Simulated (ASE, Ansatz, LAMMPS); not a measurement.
## Atom list for (13,13) carbon nanotube (156 atoms)

Graphene sheet (a = 2.46 Å) rolled into a (13,13) tube of diameter 17.63 Å, 3 periods, 9 Å of vacuum; minimised with a classical potential (one cell length free).

This is the geometry as built. Method: Kohn-Sham DFT, r2SCAN+D4, PAW (set soft_2), plane waves (Ansatz 0.2.0); cutoff 500 eV, k-mesh 1×1×2, gaussian smearing of 0.025 eV.

Cell vectors (Å):

```
26.574 0.000 0.000
0.000 26.617 0.000
0.000 0.000 7.266
```

Positions in Å, forces in eV/Å, q the intrinsic-atomic-orbital charge in e:

```tsv
atom	x	y	z	q	fx	fy	fz
C1	21.943	14.008	1.268	0.00	0.128	-0.166	0.000
C2	21.859	14.701	0.057	0.00	0.082	0.202	0.000
C3	21.524	16.059	0.057	0.00	0.166	-0.142	0.000
C4	21.276	16.712	1.268	0.00	0.030	0.221	0.000
C5	20.626	17.950	1.268	0.00	0.197	-0.101	0.000
C6	20.229	18.525	0.057	0.00	-0.019	0.213	0.000
C7	19.302	19.571	2.479	0.00	0.209	-0.043	0.000
C8	18.779	20.035	1.268	0.00	-0.067	0.200	0.000
C9	17.629	20.829	1.268	0.00	0.209	0.012	0.000
C10	17.010	21.154	0.057	0.00	-0.116	0.178	0.000
C11	15.703	21.650	0.057	0.00	0.207	0.060	0.000
C12	15.024	21.817	1.268	0.00	-0.150	0.146	0.000
C13	13.637	21.986	1.268	0.00	0.176	0.106	0.000
C14	12.938	21.986	0.057	0.00	-0.176	0.106	0.000
C15	11.550	21.817	2.479	0.00	0.150	0.146	0.000
C16	10.872	21.650	1.268	0.00	-0.207	0.060	0.000
C17	9.564	21.154	1.268	0.00	0.116	0.178	0.000
C18	8.946	20.829	0.057	0.00	-0.209	0.012	0.000
C19	7.795	20.035	0.057	0.00	0.067	0.200	0.000
C20	7.272	19.571	1.268	0.00	-0.209	-0.043	0.000
C21	6.345	18.525	1.268	0.00	0.019	0.213	0.000
C22	5.948	17.950	0.057	0.00	-0.197	-0.101	0.000
C23	5.298	16.712	0.057	0.00	-0.030	0.221	0.000
C24	5.050	16.059	1.268	0.00	-0.166	-0.142	0.000
C25	4.715	14.701	1.268	0.00	-0.082	0.202	0.000
C26	4.631	14.008	0.057	0.00	-0.128	-0.166	0.000
C27	4.631	12.610	0.057	0.00	-0.128	0.166	0.000
C28	4.715	11.916	1.268	0.00	-0.082	-0.202	0.000
C29	5.050	10.559	1.268	0.00	-0.166	0.142	0.000
C30	5.298	9.905	0.057	0.00	-0.030	-0.221	0.000
C31	5.948	8.667	0.057	0.00	-0.197	0.101	0.000
C32	6.345	8.092	1.268	0.00	0.019	-0.213	0.000
C33	7.272	7.046	1.268	0.00	-0.209	0.043	0.000
C34	7.795	6.583	2.479	0.00	0.067	-0.200	0.000
C35	8.946	5.788	2.479	0.00	-0.209	-0.012	0.000
C36	9.564	5.463	1.268	0.00	0.116	-0.178	0.000
C37	10.872	4.968	1.268	0.00	-0.207	-0.060	0.000
C38	11.550	4.800	0.057	0.00	0.150	-0.146	0.000
C39	12.938	4.631	0.057	0.00	-0.176	-0.106	0.000
C40	13.637	4.631	1.268	0.00	0.176	-0.106	0.000
C41	15.024	4.800	1.268	0.00	-0.150	-0.146	0.000
C42	15.703	4.968	0.057	0.00	0.207	-0.060	0.000
C43	17.010	5.463	0.057	0.00	-0.116	-0.178	0.000
C44	17.629	5.788	1.268	0.00	0.209	-0.012	0.000
C45	18.779	6.583	1.268	0.00	-0.067	-0.200	0.000
C46	19.302	7.046	0.057	0.00	0.209	0.043	0.000
C47	20.229	8.092	0.057	0.00	-0.019	-0.213	0.000
C48	20.626	8.667	1.268	0.00	0.197	0.101	0.000
C49	21.276	9.905	1.268	0.00	0.030	-0.221	0.000
C50	21.524	10.559	0.057	0.00	0.166	0.142	0.000
C51	21.859	11.916	0.057	0.00	0.082	-0.202	0.000
C52	21.943	12.610	1.268	0.00	0.128	0.166	0.000
C53	21.943	14.008	3.690	0.00	0.128	-0.166	0.000
C54	21.859	14.701	2.479	0.00	0.082	0.202	0.000
C55	21.524	16.059	2.479	0.00	0.166	-0.142	0.000
C56	21.276	16.712	3.690	0.00	0.030	0.221	0.000
C57	20.626	17.950	3.690	0.00	0.197	-0.101	0.000
C58	20.229	18.525	2.479	0.00	-0.019	0.213	0.000
C59	19.302	19.571	4.901	0.00	0.209	-0.043	0.000
C60	18.779	20.035	3.690	0.00	-0.067	0.200	0.000
C61	17.629	20.829	3.690	0.00	0.209	0.012	0.000
C62	17.010	21.154	2.479	0.00	-0.116	0.178	0.000
C63	15.703	21.650	2.479	0.00	0.207	0.060	0.000
C64	15.024	21.817	3.690	0.00	-0.150	0.146	0.000
C65	13.637	21.986	3.690	0.00	0.176	0.106	0.000
C66	12.938	21.986	2.479	0.00	-0.176	0.106	0.000
C67	11.550	21.817	4.901	0.00	0.150	0.146	0.000
C68	10.872	21.650	3.690	0.00	-0.207	0.060	0.000
C69	9.564	21.154	3.690	0.00	0.116	0.178	0.000
C70	8.946	20.829	2.479	0.00	-0.209	0.012	0.000
C71	7.795	20.035	2.479	0.00	0.067	0.200	0.000
C72	7.272	19.571	3.690	0.00	-0.209	-0.043	0.000
C73	6.345	18.525	3.690	0.00	0.019	0.213	0.000
C74	5.948	17.950	2.479	0.00	-0.197	-0.101	0.000
C75	5.298	16.712	2.479	0.00	-0.030	0.221	0.000
C76	5.050	16.059	3.690	0.00	-0.166	-0.142	0.000
C77	4.715	14.701	3.690	0.00	-0.082	0.202	0.000
C78	4.631	14.008	2.479	0.00	-0.128	-0.166	0.000
C79	4.631	12.610	2.479	0.00	-0.128	0.166	0.000
C80	4.715	11.916	3.690	0.00	-0.082	-0.202	0.000
C81	5.050	10.559	3.690	0.00	-0.166	0.142	0.000
C82	5.298	9.905	2.479	0.00	-0.030	-0.221	0.000
C83	5.948	8.667	2.479	0.00	-0.197	0.101	0.000
C84	6.345	8.092	3.690	0.00	0.019	-0.213	0.000
C85	7.272	7.046	3.690	0.00	-0.209	0.043	0.000
C86	7.795	6.583	4.901	0.00	0.067	-0.200	0.000
C87	8.946	5.788	4.901	0.00	-0.209	-0.012	0.000
C88	9.564	5.463	3.690	0.00	0.116	-0.178	0.000
C89	10.872	4.968	3.690	0.00	-0.207	-0.060	0.000
C90	11.550	4.800	2.479	0.00	0.150	-0.146	0.000
C91	12.938	4.631	2.479	0.00	-0.176	-0.106	0.000
C92	13.637	4.631	3.690	0.00	0.176	-0.106	0.000
C93	15.024	4.800	3.690	0.00	-0.150	-0.146	0.000
C94	15.703	4.968	2.479	0.00	0.207	-0.060	0.000
C95	17.010	5.463	2.479	0.00	-0.116	-0.178	0.000
C96	17.629	5.788	3.690	0.00	0.209	-0.012	0.000
C97	18.779	6.583	3.690	0.00	-0.067	-0.200	0.000
C98	19.302	7.046	2.479	0.00	0.209	0.043	0.000
C99	20.229	8.092	2.479	0.00	-0.019	-0.213	0.000
C100	20.626	8.667	3.690	0.00	0.197	0.101	0.000
C101	21.276	9.905	3.690	0.00	0.030	-0.221	0.000
C102	21.524	10.559	2.479	0.00	0.166	0.142	0.000
C103	21.859	11.916	2.479	0.00	0.082	-0.202	0.000
C104	21.943	12.610	3.690	0.00	0.128	0.166	0.000
C105	21.943	14.008	6.112	0.00	0.128	-0.166	0.000
C106	21.859	14.701	4.901	0.00	0.082	0.202	0.000
C107	21.524	16.059	4.901	0.00	0.166	-0.142	0.000
C108	21.276	16.712	6.112	0.00	0.030	0.221	0.000
C109	20.626	17.950	6.112	0.00	0.197	-0.101	0.000
C110	20.229	18.525	4.901	0.00	-0.019	0.213	0.000
C111	19.302	19.571	0.057	0.00	0.209	-0.043	0.000
C112	18.779	20.035	6.112	0.00	-0.067	0.200	0.000
C113	17.629	20.829	6.112	0.00	0.209	0.012	0.000
C114	17.010	21.154	4.901	0.00	-0.116	0.178	0.000
C115	15.703	21.650	4.901	0.00	0.207	0.060	0.000
C116	15.024	21.817	6.112	0.00	-0.150	0.146	0.000
C117	13.637	21.986	6.112	0.00	0.176	0.106	0.000
C118	12.938	21.986	4.901	0.00	-0.176	0.106	0.000
C119	11.550	21.817	0.057	0.00	0.150	0.146	0.000
C120	10.872	21.650	6.112	0.00	-0.207	0.060	0.000
C121	9.564	21.154	6.112	0.00	0.116	0.178	0.000
C122	8.946	20.829	4.901	0.00	-0.209	0.012	0.000
C123	7.795	20.035	4.901	0.00	0.067	0.200	0.000
C124	7.272	19.571	6.112	0.00	-0.209	-0.043	0.000
C125	6.345	18.525	6.112	0.00	0.019	0.213	0.000
C126	5.948	17.950	4.901	0.00	-0.197	-0.101	0.000
C127	5.298	16.712	4.901	0.00	-0.030	0.221	0.000
C128	5.050	16.059	6.112	0.00	-0.166	-0.142	0.000
C129	4.715	14.701	6.112	0.00	-0.082	0.202	0.000
C130	4.631	14.008	4.901	0.00	-0.128	-0.166	0.000
C131	4.631	12.610	4.901	0.00	-0.128	0.166	0.000
C132	4.715	11.916	6.112	0.00	-0.082	-0.202	0.000
C133	5.050	10.559	6.112	0.00	-0.166	0.142	0.000
C134	5.298	9.905	4.901	0.00	-0.030	-0.221	0.000
C135	5.948	8.667	4.901	0.00	-0.197	0.101	0.000
C136	6.345	8.092	6.112	0.00	0.019	-0.213	0.000
C137	7.272	7.046	6.112	0.00	-0.209	0.043	0.000
C138	7.795	6.583	0.057	0.00	0.067	-0.200	0.000
C139	8.946	5.788	0.057	0.00	-0.209	-0.012	0.000
C140	9.564	5.463	6.112	0.00	0.116	-0.178	0.000
C141	10.872	4.968	6.112	0.00	-0.207	-0.060	0.000
C142	11.550	4.800	4.901	0.00	0.150	-0.146	0.000
C143	12.938	4.631	4.901	0.00	-0.176	-0.106	0.000
C144	13.637	4.631	6.112	0.00	0.176	-0.106	0.000
C145	15.024	4.800	6.112	0.00	-0.150	-0.146	0.000
C146	15.703	4.968	4.901	0.00	0.207	-0.060	0.000
C147	17.010	5.463	4.901	0.00	-0.116	-0.178	0.000
C148	17.629	5.788	6.112	0.00	0.209	-0.012	0.000
C149	18.779	6.583	6.112	0.00	-0.067	-0.200	0.000
C150	19.302	7.046	4.901	0.00	0.209	0.043	0.000
C151	20.229	8.092	4.901	0.00	-0.019	-0.213	0.000
C152	20.626	8.667	6.112	0.00	0.197	0.101	0.000
C153	21.276	9.905	6.112	0.00	0.030	-0.221	0.000
C154	21.524	10.559	4.901	0.00	0.166	0.142	0.000
C155	21.859	11.916	4.901	0.00	0.082	-0.202	0.000
C156	21.943	12.610	6.112	0.00	0.128	0.166	0.000
```

The r.m.s. force component is 0.124 eV/Å; the longest force, 0.223 eV/Å, acts on C4.

[Logs are printed without paths, hosts, clocks, repeated set-up lines and the standing remarks that a program may print on its own settings, such as how far it seeks lower states.]

[Hosts, paths, dates, database ids (printed as entryN), source tags and the programs' standing remarks are cut or masked in the printed files.]
